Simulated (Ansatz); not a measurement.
# How the smearing shapes the phonons of TaN (P-6m2)

Does TaN (P-6m2) have a Kohn anomaly or a soft branch that a wide smearing hides? The first relaxation steps of the session are not shown, so no cell shown is the starting entry, unless a step says so.

Main program and level: Ansatz 0.2.0; DFT PBEsol, scalar-relativistic, plane waves, PAW; PAW set soft_1.

This is a report of a sequence of runs, with most program output left out.

**1. The cell after earlier relaxation steps**

It takes space group P-6m2 (No. 187, hexagonal). The conventional cell has a = 2.924 Å, b = 2.924 Å, c = 2.870 Å, α = 90.00°, β = 90.00°, γ = 120.00°. Nearest to Ta lie 6 N at 2.22 Å. Nearest to N lie 6 Ta at 2.22 Å. Farther neighbours and most contacts between anions are not listed.

Coordinates:

```cif
data_structure
_symmetry_space_group_name_H-M 'P 1'
_symmetry_Int_Tables_number 1
_cell_length_a 2.9241
_cell_length_b 2.9241
_cell_length_c 2.8704
_cell_angle_alpha 90.000
_cell_angle_beta 90.000
_cell_angle_gamma 120.000
_cell_volume 21.25
loop_
_atom_site_label
_atom_site_type_symbol
_atom_site_fract_x
_atom_site_fract_y
_atom_site_fract_z
_atom_site_occupancy
Ta1 Ta 0.33333 0.66667 0.50000 1
N2 N 0.00000 0.00000 0.00000 1
```

**2. Tight relaxation**

Phonons are second derivatives about the minimum, so the remaining forces must be small: the thresholds are tightened. Earlier relaxation steps are not shown.

The input, input.yaml:

```yaml
crystal:
  lattice:
    - [2.9240817397, 0.0, 0.0]
    - [-1.4620408698, 2.5323290693, 0.0]
    - [0.0, 0.0, 2.8704228493]
  atoms:
    - { symbol: Ta, position: [0.3333333333, 0.6666666667, 0.5] }
    - { symbol: "N", position: [0.0, 0.0, 0.0] }
kpoints:
  mp_grid: { grid: [12, 12, 10] }
hamiltonian:
  xc: pbesol
  pseudopotentials: { kind: paw, azcp: { folder: soft_1 }, xc_functional: pbe }
scf:
  occupations: { method: methfessel_paxton, width: 0.2 }
output:
  forces: true
  stress: true
  eigenvalues: true
relax:
  adjacent_minimum: "off"
  f_tol: 0.001
  max_steps: 60
  cell: { stress_tol: 0.01 }
```

Run with:

```bash
> ansatz run input.yaml --threads 4 --pin off --max-ram 12288MiB --backend cpu --events-out ev --progress --plain --runs-dir out
```

It took 3.7 s on 4 threads of Arm Neoverse V1, shared host; peak memory 0.34 GiB.

Little changed from the start: no atom moved by 0.005 Å and no cell edge by 0.1 %.

This step gave:

- pressure: 0.001019 GPa
- volume per atom: 10.63 Å³/atom
- metallic on mesh: yes
- gap on the k-mesh: 0 eV

The largest force is now zero by symmetry and the largest stress component 0.0045 GPa, small enough for phonons.

**3. Phonons along a line: Fermi–Dirac smearing of 0.1 eV**

The smearing blurs the Fermi surface that screens the phonons; a Fermi–Dirac width is an electronic temperature.

The input, input.yaml:

```yaml
crystal:
  lattice:
    - [2.9239590769, 0.0, 0.0]
    - [-1.4619795384, 2.5322228403, 0.0]
    - [0.0, 0.0, 2.8703086326]
  atoms:
    - { symbol: Ta, position: [0.3333333333, 0.6666666667, 0.5] }
    - { symbol: "N", position: [0.0, 0.0, 0.0] }
kpoints:
  mp_grid: { grid: [18, 18, 20] }
hamiltonian:
  xc: pbesol
  pseudopotentials: { kind: paw, azcp: { folder: soft_1 }, xc_functional: pbe }
scf:
  occupations: { method: fermi_dirac, width: 0.1 }
output:
  eigenvalues: true
phonons:
  method: dfpt
  qpoints:
    - [0, 0, 0]
    - [0.166666667, 0.0, 0.0]
    - [0.333333333, 0.0, 0.0]
    - [0.5, 0.0, 0.0]
```

The job ended after 2.8 min (4 threads; peak memory 2.5 GiB; 11 min of CPU time).

Each wavevector solved by linear response. Table of frequency by |q| along the line:

| \|q\| along the line (Å⁻¹) | mode 1 (cm⁻¹) | mode 2 (cm⁻¹) | mode 3 (cm⁻¹) | mode 4 (cm⁻¹) | mode 5 (cm⁻¹) | mode 6 (cm⁻¹) |
| --- | --- | --- | --- | --- | --- | --- |
| 0.000 | 0 | 0 | 0 | 531 | 531 | 555 |
| 0.413 | 84.6 | 87.0 | 141 | 533 | 558 | 565 |
| 0.827 | 152 | 154 | 239 | 527 | 562 | 588 |
| 1.241 | 179 | 180 | 269 | 525 | 565 | 596 |

**4. Phonons along a line: Fermi–Dirac smearing of 0.25 eV**

Each wavevector is solved by itself, so no interpolation smooths a dip of the branch.

input.yaml: that of step 3 with these lines changed.

```diff
@@ -14,3 +14,3 @@
 scf:
-  occupations: { method: fermi_dirac, width: 0.1 }
+  occupations: { method: fermi_dirac, width: 0.25 }
 output:
```

Wider smearing eases the sum over k-points of a metal but moves the result away from its zero-temperature value.

It took 3 min on 4 threads; peak memory 2.7 GiB; 12 min of CPU time.

Each wavevector solved by linear response. Frequency against |q| along the line:

| \|q\| along the line (Å⁻¹) | mode 1 (cm⁻¹) | mode 2 (cm⁻¹) | mode 3 (cm⁻¹) | mode 4 (cm⁻¹) | mode 5 (cm⁻¹) | mode 6 (cm⁻¹) |
| --- | --- | --- | --- | --- | --- | --- |
| 0.000 | 0 | 0 | 0 | 528 | 528 | 556 |
| 0.413 | 83.9 | 86.1 | 139 | 530 | 557 | 559 |
| 0.827 | 151 | 153 | 236 | 527 | 561 | 586 |
| 1.241 | 177 | 179 | 268 | 526 | 563 | 596 |

Against step 3 (now smearing width 0.25 eV), the free energy moves by -6.9 meV an atom.

**5. Wavevectors along a line: Fermi–Dirac smearing of 0.04 eV**

input.yaml: that of step 4 with these lines changed.

```diff
@@ -14,3 +14,3 @@
 scf:
-  occupations: { method: fermi_dirac, width: 0.25 }
+  occupations: { method: fermi_dirac, width: 0.04 }
 output:
```

Narrower smearing comes nearer the zero-temperature value but asks more of the mesh.

Wall time 2.8 min (4 threads); peak memory 2.5 GiB; 11 min of CPU time.

Each wavevector solved by linear response. Frequency against |q| along the line:

| \|q\| along the line (Å⁻¹) | mode 1 (cm⁻¹) | mode 2 (cm⁻¹) | mode 3 (cm⁻¹) | mode 4 (cm⁻¹) | mode 5 (cm⁻¹) | mode 6 (cm⁻¹) |
| --- | --- | --- | --- | --- | --- | --- |
| 0.000 | 0 | 0 | 0 | 532 | 532 | 555 |
| 0.413 | 84.7 | 87.0 | 141 | 533 | 557 | 566 |
| 0.827 | 152 | 155 | 239 | 527 | 563 | 588 |
| 1.241 | 179 | 180 | 270 | 525 | 565 | 596 |

Against step 3 (now smearing width 0.04 eV), the free energy moves by +0.5 meV an atom.

**6. Phonons along a line: Methfessel–Paxton smearing of 0.2 eV**

input.yaml: that of step 5 with these lines changed.

```diff
@@ -14,3 +14,3 @@
 scf:
-  occupations: { method: fermi_dirac, width: 0.04 }
+  occupations: { method: methfessel_paxton, width: 0.2 }
 output:
```

Elapsed: 2.8 min, on 4 threads; peak memory 2.5 GiB.

Each wavevector solved by linear response. Frequency against |q| along the line:

| \|q\| along the line (Å⁻¹) | mode 1 (cm⁻¹) | mode 2 (cm⁻¹) | mode 3 (cm⁻¹) | mode 4 (cm⁻¹) | mode 5 (cm⁻¹) | mode 6 (cm⁻¹) |
| --- | --- | --- | --- | --- | --- | --- |
| 0.000 | 0 | 0 | 0 | 532 | 532 | 554 |
| 0.413 | 84.8 | 87.0 | 142 | 533 | 557 | 567 |
| 0.827 | 152 | 155 | 239 | 527 | 563 | 588 |
| 1.241 | 179 | 180 | 270 | 524 | 565 | 596 |

Against step 3 (now occupations Methfessel-Paxton and smearing width 0.2 eV), the free energy moves by +0.6 meV an atom.

**7. Smearing and the soft branch**

Table of lowest frequency by |q| along the line:

| \|q\| along the line (Å⁻¹) | fermi dirac 0.1 eV, k 18x18x20 (cm⁻¹) | fermi dirac 0.25 eV, k 18x18x20 (cm⁻¹) | fermi dirac 0.04 eV, k 18x18x20 (cm⁻¹) | methfessel paxton 0.2 eV, k 18x18x20 (cm⁻¹) |
| --- | --- | --- | --- | --- |
| 0.000 | 0 | 0 | 0 | 0 |
| 0.413 | 84.6 | 83.9 | 84.7 | 84.8 |
| 0.827 | 152 | 151 | 152 | 152 |
| 1.241 | 179 | 177 | 179 | 179 |

**8. Summary of results**

```json
{"phonon run of the rows without a label of their own": "PBEsol, k 18×18×20", "lowest branch at the last solved point, Fermi–Dirac 0.1 eV": "179 cm⁻¹ at |q| = 1.24 Å⁻¹", "lowest branch at the last solved point, Fermi–Dirac 0.25 eV": "177 cm⁻¹ at |q| = 1.24 Å⁻¹", "lowest branch at the last solved point, Fermi–Dirac 0.04 eV": "179 cm⁻¹ at |q| = 1.24 Å⁻¹", "lowest branch at the last solved point, Methfessel–Paxton 0.2 eV": "179 cm⁻¹ at |q| = 1.24 Å⁻¹"}
```

No branch softens by more than 4 % of the top frequency as the smearing narrows, so no anomaly that hangs on the smearing shows at these points. The line holds 4 wavevectors, so a narrow dip between them would be missed. Between Fermi–Dirac 0.25 eV and Fermi–Dirac 0.04 eV the largest change, with modes counted by rank of frequency, is in mode 6 at |q| = 0.413 Å⁻¹, from 559 to 566 cm⁻¹; the branches hardly feel the smearing. Where branches cross, a count by rank can hide a softening. At the narrowest width the k mesh may not resolve the Fermi surface, so part of the change can be mesh noise. Spin–orbit coupling, left out here, matters for Ta. The PAW files were made for PBE; under other functionals the run regenerates their frozen core.

[Logs are printed without paths, hosts, clocks, repeated set-up lines and the standing remarks that a program may print on its own settings, such as how far it seeks lower states.]

[Hosts, paths, dates, database ids (printed as entryN), source tags and the programs' standing remarks are cut or masked in the printed files.]
